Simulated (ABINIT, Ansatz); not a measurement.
# LiCNO (R3m): G0W0 on several meshes in ABINIT

Wanted: mesh dependence and cost of G0W0 for LiCNO (R3m).

Program: ABINIT 10.8.3. Level of theory: PBEsol and many-body steps on it, plane waves. Results are calculated unless marked as measured.

Most raw output is cut from this account.

## Step 1: The structure

It takes space group R3m (No. 160, trigonal). The conventional cell has a = 3.288 Å, b = 3.288 Å, c = 14.286 Å, α = 90.00°, β = 90.00°, γ = 120.00°. Nearest to Li lie 3 N at 2.18 Å and 3 O at 2.28 Å. C has 1 N at 1.19 Å and 1 O at 1.23 Å nearest. Nearest to N lie 1 C at 1.19 Å and 3 Li at 2.18 Å. Nearest to O lie 1 C at 1.23 Å and 3 Li at 2.28 Å. Farther neighbours and most contacts between anions are not listed.

The cell and positions are those that the Materials Project relaxed with its own functionals (PBE, PBE+U or r2SCAN), kept fixed.

## Step 2: Empty states on the mesh, 4×4×4 mesh, 150 bands

This step: ABINIT 10.8.3; DFT, PBEsol, plane waves, norm-conserving pseudopotentials.

The sums over transitions need many empty states on a uniform mesh; this step solves for them.

The input, run.abi:

```
acell 3*1.0 Angstrom
rprim 
  1.643988180588 0.949157018607 4.762053928800
  -1.643988180588 0.949157018607 4.762053928800
  0.000000000000 -1.898314037214 4.762053928800
ntypat 4
znucl 3 6 7 8
natom 4
typat 1 2 3 4
xred 
  0.005259000000 0.005259000000 0.005259000000
  0.497462000000 0.497462000000 0.497462000000
  0.413960000000 0.413960000000 0.413960000000
  0.583333333333 0.583333333333 0.583333333333
pp_dirpath "pseudos"
pseudos "Li.upf, C.upf, N.upf, O.upf"
ecut 37
ngkpt 4 4 4
nshiftk 1
shiftk 0 0 0
kptopt 1
chksymbreak 0
irdden 1
istwfk *1
nband 150
prtvol 0
optdriver 6
gwr_task "HDIAGO"
paral_kgb 0
occopt 1
indata_prefix "in"
outdata_prefix "out"
tmpdata_prefix "tmp"
```

Command:

```
$ OMP_NUM_THREADS=1 mpirun -n 4 abinit run.abi > log
```

Wall time 1.7 min (4 MPI ranks of Intel Xeon Platinum 8375C at 2.90GHz (Ice Lake), shared host); peak memory 2.6 GiB.

Numbers from this step:

- gap: 4.664 eV
- k of the valence top: 0.5, 0.5, 0.5
- k of the conduction bottom: 0, 0, 0
- least direct gap: 4.820 eV
- k points computed: 13
- lowest point of the top converged band, above the valence top: 112.4387 eV

On this mesh the gap is 4.664 eV.

The density comes from a self-consistent run that is not shown.

## Step 3: Screening, 4×4×4 mesh, 63 bands, screening to 141.5 eV

The RPA dielectric matrix is built and inverted for each q.

This step: RPA screening on PBEsol, plane waves, norm-conserving pseudopotentials.

run.abi: that of step 2 with these lines changed.

```diff
@@ -22,10 +22,11 @@
 chksymbreak 0
-irdden 1
 istwfk *1
-nband 150
-prtvol 0
-optdriver 6
-gwr_task "HDIAGO"
-paral_kgb 0
 occopt 1
+irdwfk 1
+optdriver 3
+nband 63
+ecuteps 5.2
+inclvkb 2
+awtr 1
+symchi 1
 indata_prefix "in"
```

Wall time 88 s (4 MPI ranks); peak memory 1.6 GiB.

This step gave:

```yaml
eps_infinity_with_local_fields_on_this_mesh_along_the_program_s_q_direction: 2.390
the_same_without_local_fields: 3.074
plasma_frequency: 23.59 eV
plane_waves_in_the_screening_matrix: 159
```

Local fields lower ε∞ by 22 %.

## Step 4: 4×4×4

The self-energy is evaluated for the states that the input lists, and the levels follow from it, in one-shot runs by the linearised quasiparticle equation.

This step: G0W0 on PBEsol, plane waves, norm-conserving pseudopotentials.

run.abi: that of step 3 with these lines changed.

```diff
@@ -25,8 +25,17 @@
 irdwfk 1
-optdriver 3
+optdriver 4
 nband 63
+gwcalctyp 0
+ecutsigx 37
+symsigma 1
+nkptgw 2
+kptgw 
+  0.5000000000 0.5000000000 0.5000000000
+  0.0000000000 0.0000000000 0.0000000000
+bdgw 
+  8 12
+  8 12
 ecuteps 5.2
-inclvkb 2
-awtr 1
-symchi 1
+irdscr 1
+ppmodel 1
 indata_prefix "in"
```

Run time: 9.6 s. Hardware: 4 MPI ranks; peak memory 1.4 GiB.

Numbers from this step:

| Property | Result |
| --- | --- |
| G0W0 gap on the points computed | 7.32 eV |
| starting gap on the mesh | 4.664 eV |
| k of the valence top | 0.5, 0.5, 0.5 |
| k of the conduction bottom | 0, 0, 0 |
| Z at the valence top | 0.814 |
| Z at the conduction bottom | 0.866 |
| least direct G0W0 gap on the computed points | 7.515 eV |

The gap on the mesh goes from 4.66 eV to 7.32 eV, a correction of +2.66 eV.

## Step 5: Empty states on the mesh, 6×6×6 mesh, 69 bands

This step: DFT, PBEsol, plane waves, norm-conserving pseudopotentials.

run.abi: that of step 4 with these lines changed.

```diff
@@ -17,3 +17,3 @@
 ecut 37
-ngkpt 4 4 4
+ngkpt 6 6 6
 nshiftk 1
@@ -22,20 +22,10 @@
 chksymbreak 0
+iscf -2
+irdden 1
 istwfk *1
-occopt 1
-irdwfk 1
-optdriver 4
-nband 63
-gwcalctyp 0
-ecutsigx 37
-symsigma 1
-nkptgw 2
-kptgw 
-  0.5000000000 0.5000000000 0.5000000000
-  0.0000000000 0.0000000000 0.0000000000
-bdgw 
-  8 12
-  8 12
-ecuteps 5.2
-irdscr 1
-ppmodel 1
+nband 69
+nbdbuf 6
+tolwfr 1e-09
+nstep 60
+prtvol 0
 indata_prefix "in"
```

Run time: 58 s. Hardware: 4 MPI ranks; peak memory 0.44 GiB; 3.9 min of CPU time.

This step gave:

```yaml
gap: 4.664 eV
k_of_the_valence_top: 0.5, 0.5, 0.5
k_of_the_conduction_bottom: 0, 0, 0
least_direct_gap: 4.820 eV
k_points_computed: 32
lowest_point_of_the_top_converged_band_above_the_valence_top: 58.9995 eV
```

On this mesh the gap is 4.664 eV.

## Step 6: Screening, 6×6×6 mesh, 63 bands, screening to 141.5 eV

This step: RPA screening on PBEsol, plane waves, norm-conserving pseudopotentials.

run.abi: that of step 5 with these lines changed.

```diff
@@ -22,10 +22,11 @@
 chksymbreak 0
-iscf -2
-irdden 1
 istwfk *1
-nband 69
-nbdbuf 6
-tolwfr 1e-09
-nstep 60
-prtvol 0
+occopt 1
+irdwfk 1
+optdriver 3
+nband 63
+ecuteps 5.2
+inclvkb 2
+awtr 1
+symchi 1
 indata_prefix "in"
```

The job ended after 13 min (4 MPI ranks; peak memory 3.5 GiB).

Numbers from this step:

```yaml
eps_infinity_with_local_fields_on_this_mesh_along_the_program_s_q_direction: 2.381
the_same_without_local_fields: 3.065
plasma_frequency: 23.59 eV
plane_waves_in_the_screening_matrix: 159
```

## Step 7: 6×6×6

This step: G0W0 on PBEsol, plane waves, norm-conserving pseudopotentials.

run.abi: that of step 6 with these lines changed.

```diff
@@ -25,8 +25,17 @@
 irdwfk 1
-optdriver 3
+optdriver 4
 nband 63
+gwcalctyp 0
+ecutsigx 37
+symsigma 1
+nkptgw 2
+kptgw 
+  0.5000000000 0.5000000000 0.5000000000
+  0.0000000000 0.0000000000 0.0000000000
+bdgw 
+  8 12
+  8 12
 ecuteps 5.2
-inclvkb 2
-awtr 1
-symchi 1
+irdscr 1
+ppmodel 1
 indata_prefix "in"
```

Run time: 18 s. Hardware: 4 MPI ranks; peak memory 2.8 GiB.

Numbers from this step:

```yaml
g0w0_gap_on_the_points_computed: 7.363 eV
starting_gap_on_the_mesh: 4.664 eV
k_of_the_valence_top: 0.5, 0.5, 0.5
k_of_the_conduction_bottom: 0, 0, 0
z_at_the_valence_top: 0.814
z_at_the_conduction_bottom: 0.865
least_direct_g0w0_gap_on_the_computed_points: 7.558 eV
```

Against G0W0 in ABINIT (4×4×4 mesh, 63 bands, screening to 141.5 eV, Godby-Needs plasmon pole), the gap moves by +0.043 eV.

## Step 8: Side by side

Times are wall times on 4 MPI ranks of Intel Xeon Platinum 8375C at 2.90GHz (Ice Lake), shared host, good to a factor of about two. A run's time includes the screening step that it read.

```csv
run,mesh,bands,screening cutoff (eV),DFT gap (eV),gap on the mesh (eV),direct (eV),ε∞ used,time
4×4×4,4×4×4,63,141.5,4.664,7.320,7.515,2.39,98 s
6×6×6,6×6×6,63,141.5,4.664,7.363,7.558,2.38,13 min
```

## Step 9: Results

```json
{
  "4×4×4": "7.320 eV",
  "6×6×6": "7.363 eV",
  "known limits": "not at the basis limit"
}
```

In words: 6×6×6: +0.043 eV against 4×4×4. Bands and cutoff are finite, so the gap is not at the basis limit. The miss can reach some tenths of an eV and take either sign; the mesh is an error of its own. In the G0W0 runs levels were corrected at 2 k points alone, so a gap called «on the mesh» is the least over those, and an edge elsewhere would be missed.

[Paths, hosts, dates, memory and timing lines, banners, echoed tables and standing remarks are left out of the program output.]

[Logs are printed without paths, hosts, clocks, repeated set-up lines and the standing remarks that a program may print on its own settings, such as how far it seeks lower states.]

[Runs of the session that timed out or met a known fault of the program may be left out.]

[Hosts, paths, dates, database ids (printed as entryN), source tags and the programs' standing remarks are cut or masked in the printed files.]

[G0W0 gaps are taken among the corrected bands and points alone; a level outside them can change the order at an edge.]

[Where Ansatz stands beside ABINIT at settings called matched, ABINIT's density can come from a denser mesh and the files from another edition; pairs whose starting gaps differed by over 0.03 eV were left out, so agreement reads better than it is.]
